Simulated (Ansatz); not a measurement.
**What KVSe3 in P4mm, a phase reached by a soft mode distorts into**

Which phase does KVSe3 in P4mm, a phase reached by a soft mode fall into along its unstable mode, and how much energy does it gain?

Main program and level: Ansatz 0.2.0; DFT PBEsol, scalar-relativistic, plane waves, PAW; PAW set soft_1.

Report form: the programs' logs are mostly left out.

The structure was built from a prototype and need not be the compound's stable phase.

**1. The structure**

The structure is tetragonal, space group P4mm (No. 99). The conventional cell has a = 4.664 Å, b = 4.664 Å, c = 5.662 Å, α = 90.00°, β = 90.00°, γ = 90.00°. Nearest to K lie 12 Se at 3.30 to 3.69 Å. Nearest to V lie 5 Se at 2.19 to 2.44 Å. Se has 2 V at 2.44 Å and 4 K at 3.65 to 3.69 Å nearest. Nearest to Se lie 1 V at 2.19 Å and 4 K at 3.30 Å. Farther neighbours and most contacts between anions are not listed.

Coordinates:

```cif
data_structure
_symmetry_space_group_name_H-M 'P4mm'
_symmetry_Int_Tables_number 99
_cell_length_a 4.6637
_cell_length_b 4.6637
_cell_length_c 5.6622
_cell_angle_alpha 90.000
_cell_angle_beta 90.000
_cell_angle_gamma 90.000
_cell_volume 123.15
loop_
_atom_site_label
_atom_site_type_symbol
_atom_site_symmetry_multiplicity
_atom_site_Wyckoff_symbol
_atom_site_fract_x
_atom_site_fract_y
_atom_site_fract_z
_atom_site_occupancy
K1 K 1 a 0.00000 0.00000 0.97971 1
V1 V 1 b 0.50000 0.50000 0.60018 1
Se1 Se 2 c 0.50000 0.00000 0.47546 1
Se2 Se 1 b 0.50000 0.50000 0.98779 1
```

**2. Linear response at the zone centre**

This phase was reached earlier by freezing in an unstable mode of a structure of higher symmetry and relaxing. Its zone-centre modes can show that it is still unstable.

Contents of input.yaml:

```yaml
crystal:
  lattice:
    - [4.6636674864, 0.0, 0.0]
    - [0.0, 4.6636674864, 0.0]
    - [0.0, 0.0, 5.6622121893]
  atoms:
    - { symbol: K, position: [0.0, 0.0, 0.9797117282] }
    - { symbol: V, position: [0.5, 0.5, 0.6001800971] }
    - { symbol: Se, position: [0.5, 0.0, 0.4754561654] }
    - { symbol: Se, position: [0.5, 0.5, 0.9877865941] }
    - { symbol: Se, position: [0.0, 0.5, 0.4754561654] }
kpoints:
  mp_grid: { grid: [8, 8, 6] }
hamiltonian:
  xc: pbesol
  pseudopotentials: { kind: paw, azcp: { folder: soft_1 }, xc_functional: pbe }
scf:
  occupations: { method: methfessel_paxton, width: 0.2 }
output:
  eigenvalues: true
phonons:
  method: dfpt
```

Started as:

```bash
> ansatz run input.yaml --threads 8 --pin off --max-ram 16384MiB --backend cpu --events-out ev --progress --plain --runs-dir out
```

Wall time 76 s (8 threads of Arm Neoverse V2, shared host); peak memory 2 GiB; 9.3 min of CPU time.

This step gave:

- volume per atom: 24.63 Å³
- gap on the k-mesh: 0 eV
- sum-rule residual before enforcement: 4.45e-5 eV/Å²
- point group: 4mm
- highest optical mode at the zone centre (no LO-TO term): 375.9 cm⁻¹
- lowest optical zone-centre mode: -77.38 cm⁻¹

Patterns of degenerate modes are one choice out of their space. Modes at Γ, with each element's share of the kinetic energy (negative means imaginary):

```tsv
mode	frequency (cm⁻¹)	symmetry	K %	V %	Se %
1	-77.4	E	1	28	71
2	-77.4	E	1	28	71
3	0.0	acoustic	12	16	72
4	0.0	acoustic	12	16	72
5	0.0	acoustic	12	16	72
6	63.6	A1	88	3	10
7	71.4	B1	0	0	100
8	86.3	E	30	23	48
9	86.3	E	30	23	48
10	133.0	A1	0	19	81
11	133.4	E	57	1	41
12	133.4	E	57	1	41
13	229.5	E	0	32	68
14	229.5	E	0	32	68
15	375.9	A1	0	63	37
```

Displacements in mode 1 (-77.4 cm⁻¹), the largest set to 1:
```
K1  -0.17  0.01  0.00
V2  -0.82  0.04  0.00
Se3  1.00  0.00  0.00
Se4 -0.30  0.01  0.00
Se5 -0.08 -0.05  0.00
```

Displacements in mode 14 (229.5 cm⁻¹), the largest set to 1:
```
K1   0.05  0.00  0.00
V2  -0.93  0.03  0.00
Se3 -0.41 -0.03  0.00
Se4 -0.01  0.00  0.00
Se5  1.00  0.01  0.00
```

Before it was imposed, the acoustic sum rule was missed by 4.4e-5 eV/Å². Small misses are needed for a sound result but don't prove that mesh and cutoff are converged. The lowest optical mode is imaginary, 77.4i cm⁻¹, so the energy falls along it.

**3. The mode frozen in, largest atomic shift 0 Å**

The mode followed lies at Γ with frequency 77.4i cm⁻¹ and is 2-fold degenerate, the softest among the wavevectors solved. At small amplitude the distorted cell has space group no. 8 by a symmetry search on the positions. The undistorted cell that holds it gives the zero of energy on the same k mesh.

input.yaml, as its differences from that of step 2:

```diff
@@ -19,4 +19,4 @@
 output:
+  forces: true
+  stress: true
   eigenvalues: true
-phonons:
-  method: dfpt
```

It took 5 s on 8 threads; peak memory 0.61 GiB.

This step gave:

| Item | Value |
| --- | --- |
| pressure | -0.001887 GPa |
| energy from the undistorted cell | 0 meV/atom |

The run ends at a pressure of 0.00 GPa, with forces up to 5.3e-4 eV/Å.

**4. The mode frozen in, largest atomic shift 0.14 Å**

The atoms are moved along the unstable eigenvector, the largest shift by 0.14 Å, with the cell fixed.

input.yaml, the sections that differ from step 3:

```yaml
crystal:
  lattice:
    - [4.6636674864, 0.0, 0.0]
    - [0.0, 4.6636674864, 0.0]
    - [0.0, 0.0, 5.6622121893]
  atoms:
    - { symbol: K, position: [0.0044995867, 0.0044995867, 0.9797117282] }
    - { symbol: V, position: [0.5212268455, 0.5212268455, 0.6001800971] }
    - { symbol: Se, position: [0.4742700988, 0.0021505062, 0.4754561654] }
    - { symbol: Se, position: [0.507658949, 0.507658949, 0.9877865941] }
    - { symbol: Se, position: [0.0021505062, 0.4742700988, 0.4754561654] }
# kpoints, hamiltonian, scf, output: as in step 3
```

Wall time 8.2 s (8 threads); peak memory 0.77 GiB; 62 s of CPU time.

This step gave:

```yaml
pressure: 0.05231 GPa
energy_from_the_undistorted_cell: -4.213 meV/atom
```

The energy, extrapolated to zero smearing, is -4.21 meV/atom against the undistorted cell.

The run ends at a pressure of 0.05 GPa, with forces up to 0.100 eV/Å.

**5. Energy along the mode, all amplitudes (two of the runs are shown above)**

An imaginary frequency means negative curvature, so the energy should fall and then rise again as anharmonic terms take over.

Numbers from this step:

| Item | Value |
| --- | --- |
| depth at the lowest point sampled | 4.213 meV/atom |
| largest atomic shift at that point | 0.14 Å |

Energy from the parent against largest atomic shift:

```tsv
largest atomic shift (Å)	energy from the parent (meV/atom)
0.000	0
0.040	-0.535
0.080	-1.97
0.140	-4.21
0.220	-3.41
0.320	16.1
```

Displacement at unit largest shift by atom:

```tsv
atom	x (Å)	y (Å)	z (Å)	size
K1	0.150	0.150	0.000	0.212
V2	0.707	0.707	0.000	1.000
Se3	-0.857	0.072	0.000	0.860
Se4	0.255	0.255	0.000	0.361
Se5	0.072	-0.857	0.000	0.860
```

The lowest of the steps tried is at 0.14 Å, 4.21 meV/atom below the parent; the bottom of the well need not coincide with a step.

**6. Relaxation from the frozen mode**

Starting from the lowest point found, all atoms and the cell are let go, so that strain and other modes of the same symmetry can join in.

input.yaml, as its differences from that of step 4:

```diff
@@ -22 +22,6 @@
   eigenvalues: true
+relax:
+  adjacent_minimum: "off"
+  f_tol: 0.002
+  max_steps: 120
+  cell: { stress_tol: 0.03 }
```

Run time: 76 s. Hardware: 8 threads; peak memory 0.86 GiB.

Relaxation path:

```tsv
step	energy less that of the first step (eV)	largest force component (eV/Å)	pressure (GPa)	volume (Å³)
1	0.0000	0.0883	0.05	123.15
2	-0.0156	0.0890	0.03	123.11
3	-0.0259	0.1170	-0.01	123.52
4	-0.0295	0.0557	0.05	124.35
5	-0.0299	0.0523	-0.17	124.85
6	-0.0307	0.0269	0.09	124.62
7	-0.0308	0.0176	-0.05	125.03
8	-0.0310	0.0087	-0.01	124.87
9	-0.0310	0.0011	0.00	124.80
10*	-0.0316	0.0012	0.00	124.80
```

Relaxation steps marked * repeat the geometry before them on a plane-wave basis chosen anew for their cell, so energy and pressure can jump there.

The run keeps the 2 symmetry operations that it works with, so distortions that break them were not tested.

```tsv
cell as run	before	after	change
a (Å)	4.664	4.631	-0.7 %
b (Å)	4.664	4.631	-0.7 %
c (Å)	5.662	5.836	+3.1 %
α (°)	90.00	86.93	-3.4 %
β (°)	90.00	86.93	-3.4 %
γ (°)	90.00	90.05	+0.1 %
volume (Å³/atom)	24.63	24.96	+1.3 %
```

The atoms that moved most (Å, as changes of fractional coordinates times the final cell):

```tsv
atom	dx	dy	dz	length
K1	-0.002	-0.002	0.090	0.090
Se4	-0.003	-0.003	-0.056	0.056
Se3	-0.046	0.028	-0.015	0.056
Se5	0.028	-0.046	-0.015	0.056
V2	0.023	0.023	-0.005	0.033
```

The relaxed structure:

```xyz
5
Lattice="4.6295 -0.0038 0.1263 -0.0038 4.6295 0.1263 0.1533 0.1533 5.8317" Properties=species:S:1:pos:R:3 pbc="T T T"
K     0.1689    0.1689    5.8043
V     2.5261    2.5261    3.6268
Se    2.2228    0.1090    2.8182
Se    2.4966    2.4966    5.8331
Se    0.1090    2.2228    2.8182
```

This step gave:

| Item | Value |
| --- | --- |
| pressure | 0.004071 GPa |
| volume per atom | 24.96 Å³ |

The distorted start has space group Cm; the relaxation ends in Cm.

**7. The new phase in its own primitive cell**

The relaxed structure is symmetrised, reduced to its primitive cell and relaxed tightly, as its phonons need.

input.yaml, the sections that differ from step 6:

```yaml
crystal:
  lattice:
    - [3.2732631183, -3.2762387997, 0.0]
    - [3.2732631183, 3.2762387997, 0.0]
    - [-0.4416781903, 0.0, 5.818961439]
  atoms:
    - { symbol: K, position: [0.9964710122, 0.9964710122, 0.9951612203] }
    - { symbol: V, position: [0.4737614609, 0.4737614609, 0.5991257142] }
    - { symbol: Se, position: [0.5355259888, 0.9917302431, 0.4730143738] }
    - { symbol: Se, position: [0.4927053088, 0.4927053088, 0.9782750681] }
    - { symbol: Se, position: [0.9917302431, 0.5355259888, 0.4730143738] }
relax:
  adjacent_minimum: "off"
  f_tol: 0.001
  max_steps: 60
  cell: { stress_tol: 0.01 }
# kpoints, hamiltonian, scf, output: as in step 6
```

Wall time 49 s (8 threads); peak memory 0.87 GiB; 6.2 min of CPU time.

Relaxation path:

```tsv
step	energy less that of the first step (eV)	largest force component (eV/Å)	pressure (GPa)	volume (Å³)
1	0.0000	0.0015	0.00	124.80
2	0.0000	0.0010	0.00	124.84
3	0.0000	0.0008	0.00	124.87
4	0.0000	0.0011	0.00	124.89
5	0.0000	0.0012	0.00	124.89
6	0.0000	0.0003	0.00	124.89
7*	0.0000	0.0003	0.00	124.89
```

Relaxation steps marked * repeat the geometry before them on a plane-wave basis chosen anew for their cell, so energy and pressure can jump there. Relaxation step 5 was tried and not accepted.

The run keeps the 2 symmetry operations that it works with, so distortions that break them were not tested.

```tsv
cell as run	before	after	change
a (Å)	4.631	4.630	-0.0 %
b (Å)	4.631	4.630	-0.0 %
c (Å)	5.836	5.842	+0.1 %
α (°)	93.07	93.11	+0.0 %
β (°)	93.07	93.11	+0.0 %
volume (Å³/atom)	24.96	24.98	+0.1 %
```

Numbers from this step:

```yaml
pressure: -3.97e-4 GPa
volume_per_atom: 24.98 Å³
```

The largest force component left is 0.26 meV/Å and the pressure is 0.000 GPa, within the tolerances set. The cell now holds 24.98 Å³/atom.

**8. Modes of the new phase**

A relaxed structure may still be a saddle point, so its zone-centre modes are computed. No field response is asked, since the mesh shows no gap.

input.yaml, the sections that differ from step 7:

```yaml
crystal:
  lattice:
    - [3.2726868048, -3.2757714504, -0.0018386269]
    - [3.2726868048, 3.2757714504, -0.0018386269]
    - [-0.4448689982, 0.0, 5.8249227968]
  atoms:
    - { symbol: K, position: [0.9964259875, 0.9964259875, 0.9955466173] }
    - { symbol: V, position: [0.473779194, 0.473779194, 0.5990981616] }
    - { symbol: Se, position: [0.5355543736, 0.991684017, 0.473020532] }
    - { symbol: Se, position: [0.4927504417, 0.4927504417, 0.9779049073] }
    - { symbol: Se, position: [0.991684017, 0.5355543736, 0.473020532] }
output:
  eigenvalues: true
phonons:
  method: dfpt
# kpoints, hamiltonian, scf: as in step 7
# relax: removed
```

Elapsed: 2.9 min, on 8 threads; peak memory 3.4 GiB.

Numbers from this step:

```
sum-rule residual before enforcement                    : 3.26e-5 eV/Å²
point group                                             : m
highest optical mode at the zone centre (no LO-TO term) : 380.2 cm⁻¹
lowest optical zone-centre mode                         : -60.37 cm⁻¹
```

Patterns of degenerate modes are one choice out of their space. Modes at Γ, with each element's share of the kinetic energy (negative means imaginary):

```tsv
mode	frequency (cm⁻¹)	symmetry	K %	V %	Se %
1	-60.4	A''	1	21	78
2	0.0	acoustic	12	16	72
3	0.0	acoustic	12	16	72
4	0.0	acoustic	12	16	72
5	59.1	A'	69	2	29
6	69.3	A'	40	2	58
7	69.5	A''	11	9	80
8	91.8	A''	20	10	69
9	123.8	A'	18	24	59
10	135.8	A'	41	6	53
11	136.1	A''	56	1	43
12	145.9	A'	8	18	74
13	237.1	A'	0	51	49
14	251.2	A''	0	43	57
15	380.2	A'	0	66	34
```

Before it was imposed, the acoustic sum rule was missed by 3.3e-5 eV/Å². Small misses are needed for a sound result but don't prove that mesh and cutoff are converged. The lowest optical mode is imaginary, 60.4i cm⁻¹, so the energy falls along it.

**9. Outcome**

```yaml
unstable_mode_of_the_parent: q = (0, 0, 0), 77i cm⁻¹
depth_at_the_lowest_point_sampled: 4.21 meV/atom
largest_atomic_shift_at_that_point: 0.14 Å
space_group_reached_within_0p01_a: Cm
energy_gained_over_the_parent_first_relaxation_on_the_mesh_of_the_frozen_mode: 10.4 meV/atom
volume_per_atom_phase_reached: 25.0 Å³
lowest_optical_zone_centre_mode_phase_reached: -60.4 cm⁻¹
highest_optical_mode_at_the_zone_centre_no_lo_to_term_phase_reached: 380 cm⁻¹
```

Along this mode the structure falls into Cm, 10.4 meV/atom below the parent. At the parent's cell the well is 4.213 meV/atom deep on the steps tried, with its lowest point at a shift of 0.14 Å. Relaxing atoms and cell changes the gain by +6.14 meV/atom against the lowest step (energies at zero smearing). The new phase still has an imaginary mode at the zone centre of its cell, so it is a saddle point on the way to a lower structure. Of the 2 patterns followed to their end from this parent, this one ends 9.47 meV/atom above the lowest, Pm. Each path keeps the symmetry of its pattern, so a lower phase may lie along a pattern not tried. With no gap, or one that is small against the smearing, the frequencies hang on the k mesh and the smearing, most of all near Kohn anomalies. The phonon runs are without spin polarisation, although V often carries a moment. The PAW files were made for PBE and serve the other functionals too. The starting cell was built on a prototype and not taken from a measurement, so the phase need not exist.

[Logs are printed without paths, hosts, clocks, repeated set-up lines and the standing remarks that a program may print on its own settings, such as how far it seeks lower states.]

[Hosts, paths, dates, database ids (printed as entryN), source tags and the programs' standing remarks are cut or masked in the printed files.]
